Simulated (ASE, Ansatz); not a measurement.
# Convergence of a linear-scaling basis for twisted Ti2CO2 MXene alternating trilayer, 87.80° (195 atoms)

Wanted: errors and times of a linear-scaling basis for twisted Ti2CO2 MXene alternating trilayer, 87.80° (195 atoms). A setting counts as converged where the r.m.s. difference of forces stays under 1 % of the r.m.s. force.

Main program and level: Ansatz 0.2.0; Kohn-Sham DFT, r2SCAN+D4, PAW (set soft_2), plane waves.

**1. The structure**

The cell holds 195 atoms: 39 C, 78 Ti and 78 O. Cell: a = 10.925 Å, b = 10.925 Å, c = 31.110 Å, α = 90.0°, β = 90.0°, γ = 120.0°. It derives from Ti2CO2 (Ti2CO2 MXene). Ti2CO2 MXene (a = 3.03 Å) under Ti2CO2 MXene (a = 3.03 Å), alternating trilayer, commensurate cell of 13 unit cells a layer, twist 87.80 deg; facing planes 2.9, 2.89 Å apart; 12 Å of vacuum; layers as built, displaced by a Gaussian of 0.01 Å. Regions: layer 1, 65 atoms (13 C, 26 Ti and 26 O); layer 2, 65 atoms (13 C, 26 Ti and 26 O); layer 3, 65 atoms (13 C, 26 Ti and 26 O). Vacuum lies along c.

Limits known from the start: Beside vacuum, support functions can miss their usual error bounds without a warning. The main run has no spin polarisation, so moments on Ti can't form in it, and no Hubbard term. Only the Γ point is sampled, in a cell whose shortest periodic width is 9 Å.

**2. Plane-wave single point**

The first run fixes the reference, at a cutoff of 500 eV.

Contents of input.yaml:

```yaml
crystal:
  lattice:
    - [10.9248, 0.0, 0.0]
    - [-5.4624, 9.46115, 0.0]
    - [0.0, 0.0, 31.11]
  atoms:
    - { symbol: C, position: [0.9988, 0.9994, 0.2643] }
    - { symbol: Ti, position: [0.12862, 0.17928, 0.30633] }
    - { symbol: Ti, position: [0.18089, 0.0507, 0.22285] }
    - { symbol: O, position: [0.18064, 0.05383, 0.33614] }
    - { symbol: O, position: [0.12712, 0.17945, 0.19279] }
    - { symbol: C, position: [0.07499, 0.30625, 0.26448] }
    - { symbol: Ti, position: [0.20602, 0.48871, 0.30643] }
    - { symbol: Ti, position: [0.25588, 0.35869, 0.22217] }
    - { symbol: O, position: [0.25588, 0.35966, 0.335] }
    - { symbol: O, position: [0.20725, 0.48927, 0.19281] }
    - { symbol: C, position: [0.15437, 0.61614, 0.26395] }
    - { symbol: Ti, position: [0.27995, 0.79422, 0.30686] }
    - { symbol: Ti, position: [0.33283, 0.66697, 0.22194] }
    - { symbol: O, position: [0.33208, 0.6663, 0.33525] }
    - { symbol: O, position: [0.28189, 0.79624, 0.19297] }
    - { symbol: C, position: [0.23124, 0.92203, 0.26466] }
    - { symbol: Ti, position: [0.35846, 0.1033, 0.30637] }
    - { symbol: Ti, position: [0.40957, 0.97293, 0.2218] }
    - { symbol: O, position: [0.40949, 0.97395, 0.33539] }
    - { symbol: O, position: [0.35926, 0.10327, 0.19289] }
    - { symbol: C, position: [0.30793, 0.23032, 0.26452] }
    - { symbol: Ti, position: [0.43612, 0.41114, 0.30659] }
    - { symbol: Ti, position: [0.48676, 0.27977, 0.22232] }
    - { symbol: O, position: [0.48729, 0.28219, 0.33554] }
    - { symbol: O, position: [0.43807, 0.41085, 0.19287] }
    - { symbol: C, position: [0.38413, 0.53867, 0.26456] }
    - { symbol: Ti, position: [0.51392, 0.7178, 0.30657] }
    - { symbol: Ti, position: [0.56431, 0.58975, 0.22228] }
    - { symbol: O, position: [0.56604, 0.59082, 0.33583] }
    - { symbol: O, position: [0.51471, 0.7197, 0.1925] }
    - { symbol: C, position: [0.46232, 0.84586, 0.26408] }
    - { symbol: Ti, position: [0.5897, 0.0258, 0.30639] }
    [... 157 atom lines left out ...]
    - { symbol: O, position: [0.97412, 0.56279, 0.66491] }
    - { symbol: C, position: [0.9228, 0.69289, 0.73569] }
    - { symbol: Ti, position: [0.04991, 0.8728, 0.77782] }
    - { symbol: Ti, position: [0.10002, 0.74136, 0.6933] }
    - { symbol: O, position: [0.10279, 0.74192, 0.80741] }
    - { symbol: O, position: [0.05121, 0.87394, 0.66424] }
kpoints:
  mp_grid: { grid: [1, 1, 1] }
hamiltonian:
  xc: r2scan
  dispersion: d4
scf:
  occupations: { method: gaussian, width: 0.025 }
output:
  forces: true
  populations: true
  dos:
    method: { smearing: { sigma: 0.15 } }
    de: 0.1
    projected:
      site_lists:
        C: [C]
        O: [O]
        Ti: [Ti]
        layer_1: [0, 1, 2, 3, 4, 5, 6, 7, 8, 9, 10, 11, 12, 13, 14, 15, 16, 17, 18, 19, 20, 21, 22, 23, 24, 25, 26, 27, 28, 29, 30, 31, 32, 33, 34, 35, 36, 37, 38, 39, 40, 41, 42, 43, 44, 45, 46, 47, 48, 49, 50, 51, 52, 53, 54, 55, 56, 57, 58, 59, 60, 61, 62, 63, 64]
        layer_2: [65, 66, 67, 68, 69, 70, 71, 72, 73, 74, 75, 76, 77, 78, 79, 80, 81, 82, 83, 84, 85, 86, 87, 88, 89, 90, 91, 92, 93, 94, 95, 96, 97, 98, 99, 100, 101, 102, 103, 104, 105, 106, 107, 108, 109, 110, 111, 112, 113, 114, 115, 116, 117, 118, 119, 120, 121, 122, 123, 124, 125, 126, 127, 128, 129]
        layer_3: [130, 131, 132, 133, 134, 135, 136, 137, 138, 139, 140, 141, 142, 143, 144, 145, 146, 147, 148, 149, 150, 151, 152, 153, 154, 155, 156, 157, 158, 159, 160, 161, 162, 163, 164, 165, 166, 167, 168, 169, 170, 171, 172, 173, 174, 175, 176, 177, 178, 179, 180, 181, 182, 183, 184, 185, 186, 187, 188, 189, 190, 191, 192, 193, 194]
  eigenvalues: true
```

On the command line:

```bash
$ ansatz run input.yaml --threads 32 --pin off --max-ram 92160MiB --backend cuda --events-out ev --progress --plain --runs-dir out --max-vram 78GiB
```

Log:

```text
Engine: ansatz 0.2.0, aarch64-unknown-linux-gnu
Pseudopotentials: kind: paw
Pseudopotential: C, paw, valence charge 4, recommended cutoff 500 eV (meta_gga), C.paw.azcp
Pseudopotential: Ti, paw, valence charge 12, recommended cutoff 500 eV (meta_gga), Ti.paw.azcp
Pseudopotential: O, paw, valence charge 6, recommended cutoff 500 eV (meta_gga), O.paw.azcp
[... 6 lines on functional and potentials left out ...]
device memory: the entry about to start is reckoned to put 12.1 GiB on a device that reports 129.8 GiB free (of which the cap on the GPU budget leaves the run 78.0 GiB)
GPU FFT provider: cuFFT
GPU libraries: cuBLAS 13.8.1, cuFFT 12.4.0, cuSOLVER 12.3.2
GPU matrix products: emulated (plane waves: as basis.precision tells), large ones in fixed point in workspaces of 1.00 GiB
Crystal: 195 atoms, lattice volume = 3215.566 Å³
Basis set: ecut = 500 eV, 81629 PW (Γ), exchange–correlation on 320×320×960 points (64 copies of the dense FFT grid, shifted against one another)
Bands: 975, of which v1, the nominal top of the filled ones, is band 780 counted from 1 (779 counted from 0)
Symmetry: 1 space group operations
Space group: P1 (ITA 1), of the structure as read, at distance tolerance 1.5e-4 Å
k-points: 1
[... 10 lines on functional and potentials left out ...]
Initial density: superposition of atomic densities (neutral atoms: chi_scale 0, normalization atom), corrected by the library's trained network
Initial wavefunctions: pseudopotential atomic-orbital guess
GPU buffer pool allocated for 1536000 grid points (all kernels)
GPU transforms: local potential: pruned to the plane-wave sphere, on 80×80×225; band sums: pruned to the plane-wave sphere, on 80×80×240
Functional: x = r2scan, c = r2scan; τ floored in thin density (d = 2e-4 eV/Å³)
SCF iter   1: F=—  HF=-249751.880334 eV  |F-HF|=—  |Δ(HF+E_count)|=         —  Δρ=2.49e-2  dr2=2.64e1  dr2_τ=1.44e1  ethr=1.77e-3  ⟨swp⟩=7.0  Hψ=4051  notcnv=0  defer=98
preconditioner: auto → Resta (q_TF=auto, 2.418 Å⁻¹)  ε∞=5.3  [insulator: Δε(μ)=0.957 eV  Ē_g=9.642 eV  σ=0.025 eV  W_gap=1.00  n_scr=772 (ndim 8)  ℏωp=20.0 eV  f_vac=0.357  D(μ)=0.00/eV (n_scr^D=0)  ε∞_Penn≈5.3  vacuum switching on, ρ_ref=6.7e-3 e/Å³]
SCF iter   2: F=—  HF=-249753.678800 eV  |F-HF|=—  |Δ(HF+E_count)|=    1.80e0  Δρ=1.24e-2  dr2=3.52e0  dr2_τ=1.34e0  ethr=1.69e-3  ⟨swp⟩=2.0  Hψ=1554  notcnv=0  defer=153
SCF iter   3: F=—  HF=-249753.395389 eV  |F-HF|=—  |Δ(HF+E_count)|=   2.83e-1  Δρ=4.09e-3  dr2=6.21e-1  dr2_τ=2.30e-2  ethr=2.25e-4  ⟨swp⟩=2.0  Hψ=1233  notcnv=0  defer=153
SCF iter   4: F=—  HF=-249753.469886 eV  |F-HF|=—  |Δ(HF+E_count)|=   7.45e-2  Δρ=2.26e-3  dr2=2.44e-1  dr2_τ=2.39e-2  ethr=3.98e-5  ⟨swp⟩=4.0  Hψ=2071  notcnv=0  defer=153
SCF iter   5: F=—  HF=-249753.451940 eV  |F-HF|=—  |Δ(HF+E_count)|=   1.79e-2  Δρ=6.86e-4  dr2=2.55e-2  dr2_τ=2.10e-3  ethr=1.56e-5  ⟨swp⟩=2.0  Hψ=1255  notcnv=0  defer=153
SCF iter   6: F=—  HF=-249753.426082 eV  |F-HF|=—  |Δ(HF+E_count)|=   2.59e-2  Δρ=3.79e-4  dr2=7.48e-3  dr2_τ=3.50e-4  ethr=1.63e-6  ⟨swp⟩=2.0  Hψ=1172  notcnv=0  defer=153
SCF iter   7: F=—  HF=-249753.436846 eV  |F-HF|=—  |Δ(HF+E_count)|=   1.08e-2  Δρ=1.89e-4  dr2=2.89e-3  dr2_τ=1.70e-4  ethr=4.80e-7  ⟨swp⟩=3.0  Hψ=1213  notcnv=0  defer=153
SCF iter   8: F=—  HF=-249753.428832 eV  |F-HF|=—  |Δ(HF+E_count)|=   8.01e-3  Δρ=9.00e-5  dr2=6.12e-4  dr2_τ=1.60e-5  ethr=1.85e-7  ⟨swp⟩=2.0  Hψ=1099  notcnv=0  defer=153
SCF iter   9: F=—  HF=-249753.429093 eV  |F-HF|=—  |Δ(HF+E_count)|=   2.61e-4  Δρ=7.65e-5  dr2=3.38e-4  dr2_τ=1.71e-5  ethr=3.92e-8  ⟨swp⟩=2.0  Hψ=1289  notcnv=0  defer=153
SCF iter  10: F=—  HF=-249753.429098 eV  |F-HF|=—  |Δ(HF+E_count)|=   5.47e-6  Δρ=1.73e-5  dr2=1.82e-5  dr2_τ=8.92e-7  ethr=2.17e-8  ⟨swp⟩=3.0  Hψ=1229  notcnv=0  defer=153
SCF iter  11: F=—  HF=-249753.437957 eV  |F-HF|=—  |Δ(HF+E_count)|=   8.86e-3  Δρ=1.22e-5  dr2=1.30e-5  dr2_τ=4.65e-7  ethr=1.17e-9  ⟨swp⟩=3.0  Hψ=1640  notcnv=0  defer=153
SCF iter  12: F=—  HF=-249753.437957 eV  |F-HF|=—  |Δ(HF+E_count)|=   1.35e-7  Δρ=6.08e-6  dr2=2.73e-6  dr2_τ=9.89e-8  ethr=8.35e-10  ⟨swp⟩=2.0  Hψ=1173  notcnv=0  defer=153
SCF iter  13: F=—  HF=-249753.437957 eV  |F-HF|=—  |Δ(HF+E_count)|=   6.35e-7  Δρ=3.68e-6  dr2=7.00e-7  dr2_τ=4.54e-8  ethr=1.75e-10  ⟨swp⟩=2.0  Hψ=1230  notcnv=0  defer=153
SCF iter  14: F=—  HF=-249753.437958 eV  |F-HF|=—  |Δ(HF+E_count)|=   8.91e-8  Δρ=1.32e-6  dr2=1.52e-7  dr2_τ=8.62e-9  ethr=4.49e-11  ⟨swp⟩=3.0  Hψ=1271  notcnv=0  defer=153
SCF iter  15: F=-249753.437958 eV  HF=-249753.437958 eV  |F-HF|=2.36e-9  |Δ(HF+E_count)|=   5.56e-9  Δρ=6.58e-7  dr2=2.98e-8  dr2_τ=1.18e-9  ethr=6.41e-12  ⟨swp⟩=13.0  Hψ=4127  notcnv=0
SCF 1 converged in 15 iterations: F = -249753.437958 eV  dr2 = 2.98e-8
  greatest PAW one-centre occupation: 1.000 electrons in one spin orbital (limit 2), on the Ti atom at site 176 (counted from 0), in its partial waves of l = 1
SCF converged after 15 iterations
Free energy (F): -249753.437958 eV
Harris-Foulkes:  -249753.437958 eV  (|F-HF|=2.36e-9)
Internal energy: -249753.437958 eV  (E = F + TS)
E sigma→0 (E₀):  -249753.437958 eV
Fermi energy:    5.846980 eV
--- Per-component energies (eV) ---
  E_band       = -24201.874178
  E_kinetic    = 38477.796516
  E_local      = -1176650.050283  (includes V_loc(G=0)·N_el)
  E_nonlocal   = 4952.372903
  E_hartree    = 572919.503970
  E_xc         = -14942.886691
  E_vxc        = -21328.385562  (∫ρ·V_xc dr)
  E_paw        = -98642.435600  (= ΣΔE_a)
  E_vpaw       = -16881.813948  (= ΣTr[D̂ρ^β])
  E_aug_tail   = 0.094448  (compensation charges beyond the density's cutoff)
  E_vtau       = 1389.019410  (kinetic-family band-sum trace: ∫τ·v_τ [+ j·A + Jᵃ·Aᵃ] dr)
  E_ewald      = 424169.391951
  E_disp       = -13.997948  (pairwise vdW)
  E_core_change = -23.227225  (= ΣΔE_core)
  E_smearing   = -0.000000  (= −TS)
  E_closure    = -0.000000  (closes the sum)
  Σ components = -249753.437958   (vs F -249753.437958, Δ=0.00e0)
--- Forces (eV/Å), atoms counted from 1 ---
[... 195 lines of forces left out ...]
  max |Σ_I F_I| component: 6.25e-5 eV/Å
--- Band table (eV) ---
[... left out ...]
--- Löwdin populations: 195 sites ---
  site symbol       q [e]
[... 195 lines, one an atom, left out ...]
  spilling = 0.003655 (of n_electrons = 1560.000000)
```

Wall time 6.3 s (1 × NVIDIA GB200 with 32 threads of Arm Neoverse V2, shared host); peak memory 1.7 GiB; 29 s of CPU time.

That memory is the host's; the program planned up to 12.1 GiB on the GPU. Forces of this run were stored rounded, and per-atom blocks of the log weren't kept.

Read from the output:

```yaml
free_energy: -249753.4380 eV
free_energy_per_atom: -1280.7869 eV/atom
scf_cycles: 15
r_m_s_force_component: 0.2017 eV/Å
longest_force: 0.7472 eV/Å
fermi_energy: 5.847 eV
spacing_of_highest_filled_and_lowest_empty_level: 0.7652 eV
spilling_of_the_projection: 0.003655
```

Length of the force by element:

| element | coordination | atoms | mean length of the force (eV/Å) | spread | least | most |
| --- | --- | --- | --- | --- | --- | --- |
| C | all | 39 | 0.267 | 0.115 | 0.0383 | 0.648 |
| O | all | 78 | 0.331 | 0.146 | 0.0555 | 0.634 |
| Ti | all | 78 | 0.333 | 0.143 | 0.069 | 0.747 |

Löwdin charges by element (they lack the spilled electrons, 0.029 e an atom on average):

| element | coordination | atoms | mean charge (e) | spread | least | most |
| --- | --- | --- | --- | --- | --- | --- |
| C | all | 39 | -0.967 | 0.0027 | -0.972 | -0.961 |
| O | all | 78 | -0.654 | 0.0052 | -0.669 | -0.640 |
| Ti | all | 78 | 1.21 | 0.0048 | 1.20 | 1.22 |

By region:

| region | atoms | mean length of the force (eV/Å) |
| --- | --- | --- |
| layer 1 | 65 | 0.311 |
| layer 2 | 65 | 0.32 |
| layer 3 | 65 | 0.326 |

States in the cell by windows of 1 eV, zero at the Fermi level; some projections on atomic orbitals stand beside the total:

| from (eV) | to (eV) | total | O p | C p | C s |
| --- | --- | --- | --- | --- | --- |
| -14 | -13 | 0.0 | 0.0 | 0.0 | 0.0 |
| -13 | -12 | 5.7 | 0.1 | 0.0 | 3.4 |
| -12 | -11 | 39.3 | 0.7 | 0.7 | 23.3 |
| -11 | -10 | 32.9 | 0.2 | 0.1 | 23.3 |
| -10 | -7 | 0.0 | 0.0 | 0.0 | 0.0 |
| -7 | -6 | 114.6 | 66.3 | 11.5 | 0.2 |
| -6 | -5 | 217.0 | 142.8 | 15.5 | 0.7 |
| -5 | -4 | 143.0 | 99.9 | 10.7 | 2.6 |
| -4 | -3 | 69.8 | 19.2 | 23.8 | 0.3 |
| -3 | -2 | 117.5 | 31.0 | 50.7 | 0.3 |
| -2 | -1 | 28.0 | 9.6 | 11.7 | 0.0 |
| -1 | 0 | 12.0 | 3.5 | 6.4 | 0.0 |
| 0 | 1 | 84.4 | 10.9 | 3.0 | 0.4 |
| 1 | 2 | 176.2 | 9.7 | 3.5 | 0.3 |

Between -26 and -14 eV lie 156 more states.

The stored curve holds about 936 of the 1560 electrons; the rest, give or take the few that broadening carries across the Fermi level, lie in deeper levels below its range.

Not all projections were asked for or kept, so they needn't add up to the total.

The levels nearest the highest filled one (over half full), pooled over k-points and spins:

| level less the highest filled one (eV) | occupation |
| --- | --- |
| -0.0486 | 2 |
| -0.0388 | 2 |
| -0.0349 | 2 |
| -0.0101 | 2 |
| -0.0036 | 2 |
| 0 | 2 |
| 0.765 | 0 |
| 0.776 | 0 |
| 0.779 | 0 |
| 0.784 | 0 |
| 0.786 | 0 |
| 0.790 | 0 |

Mean Löwdin charges: C -0.97, O -0.65, Ti +1.21 e (they miss 0.37 % of the electrons, so they add up to more than the cell's charge).

**3. Local order**

Bonds and neighbours are counted at the geometry of the runs.

Normalised to the volume that the atoms fill. g(r), total and by pair (bins of 0.2 Å):

| r (Å) | total | O-O | O-Ti | O-C | Ti-Ti | Ti-C | C-C |
| --- | --- | --- | --- | --- | --- | --- | --- |
| 1.90 | 2.67 | 0.00 | 8.35 | 0.00 | 0.00 | 0.00 | 0.00 |
| 2.10 | 2.00 | 0.00 | 0.24 | 0.00 | 0.00 | 12.05 | 0.00 |
| 2.30 | 0.32 | 0.00 | 0.00 | 0.00 | 0.00 | 2.02 | 0.00 |
| 2.50 | 0.00 | 0.00 | 0.00 | 0.00 | 0.00 | 0.00 | 0.00 |
| 2.70 | 0.04 | 0.00 | 0.00 | 0.22 | 0.00 | 0.00 | 0.00 |
| 2.90 | 1.40 | 0.39 | 0.00 | 8.15 | 0.13 | 0.00 | 0.26 |
| 3.10 | 3.44 | 7.35 | 0.00 | 0.00 | 10.52 | 0.00 | 14.35 |
| 3.30 | 0.10 | 0.63 | 0.00 | 0.00 | 0.00 | 0.00 | 0.00 |
| 3.50 | 0.40 | 0.00 | 1.24 | 0.00 | 0.00 | 0.00 | 0.00 |
| 3.70 | 1.56 | 0.52 | 2.21 | 0.00 | 0.00 | 4.80 | 0.00 |
| 3.90 | 0.12 | 0.23 | 0.26 | 0.00 | 0.00 | 0.00 | 0.00 |
| 4.10 | 0.81 | 0.51 | 0.34 | 3.90 | 0.00 | 0.00 | 0.00 |
| 4.30 | 0.38 | 0.08 | 0.30 | 0.00 | 1.68 | 0.00 | 0.00 |
| 4.50 | 0.11 | 0.17 | 0.22 | 0.00 | 0.07 | 0.00 | 0.00 |
| 4.70 | 2.54 | 1.80 | 6.30 | 0.00 | 0.15 | 1.33 | 0.00 |
| 4.90 | 0.87 | 0.28 | 0.26 | 0.00 | 0.21 | 4.45 | 0.00 |
| 5.10 | 0.99 | 0.14 | 0.33 | 5.27 | 0.16 | 0.00 | 0.00 |
| 5.30 | 1.56 | 2.79 | 0.11 | 0.42 | 5.08 | 0.00 | 4.86 |
| 5.50 | 0.21 | 0.24 | 0.18 | 0.48 | 0.20 | 0.00 | 0.00 |
| 5.70 | 0.38 | 1.05 | 0.31 | 0.50 | 0.21 | 0.00 | 0.00 |
| 5.90 | 0.18 | 0.40 | 0.14 | 0.25 | 0.20 | 0.00 | 0.00 |
| 6.10 | 0.98 | 1.91 | 0.20 | 0.54 | 2.01 | 0.37 | 3.64 |
| 6.30 | 1.31 | 0.42 | 3.51 | 0.25 | 0.09 | 0.41 | 0.00 |
| 6.50 | 1.04 | 1.69 | 0.29 | 0.39 | 0.25 | 3.57 | 0.00 |
| 6.70 | 0.76 | 0.15 | 0.44 | 3.31 | 0.18 | 0.25 | 0.00 |
| 6.90 | 0.57 | 0.14 | 0.46 | 0.37 | 1.62 | 0.48 | 0.00 |
| 7.10 | 1.04 | 0.13 | 2.20 | 0.32 | 0.14 | 1.52 | 0.00 |
| 7.30 | 0.51 | 0.29 | 0.33 | 1.49 | 0.23 | 0.43 | 0.25 |

Bonds by pair of elements; cutoffs follow the first minimum of g(r), held within bounds set by covalent radii, and pairs that aren't listed don't count as bonded:

| pair A-B | cutoff (Å) | bonds | mean length (Å) | spread (Å) | shortest (Å) | B about A | A about B |
| --- | --- | --- | --- | --- | --- | --- | --- |
| O-Ti | 2.64 | 234 | 1.97 | 0.014 | 1.93 | 3 | 3 |
| Ti-C | 2.64 | 234 | 2.19 | 0.014 | 2.15 | 3 | 6 |

How many atoms have how many bonded neighbours:

| element | mean | 3 | 6 |
| --- | --- | --- | --- |
| C | 6 | 0 | 39 |
| O | 3 | 78 | 0 |
| Ti | 6 | 0 | 78 |

Bond angles (no mean is given where the spread exceeds 20°):

| angle | count | mean (°) | spread (°) |
| --- | --- | --- | --- |
| C-Ti-O | 702 | - | - |
| Ti-C-Ti | 585 | - | - |
| Ti-O-Ti | 234 | 100 | 0.6 |
| C-Ti-C | 234 | 87.8 | 0.5 |
| O-Ti-O | 234 | 100 | 0.7 |

By these cutoffs all C atoms have 6, all O atoms have 3 and all Ti atoms have 6 bonded neighbours.

(Part 1 of 2 ends here.)

[Logs are printed without paths, hosts, clocks, repeated set-up lines and the standing remarks that a program may print on its own settings, such as how far it seeks lower states.]

[Hosts, paths, dates, database ids (printed as entryN), source tags and the programs' standing remarks are cut or masked in the printed files.]
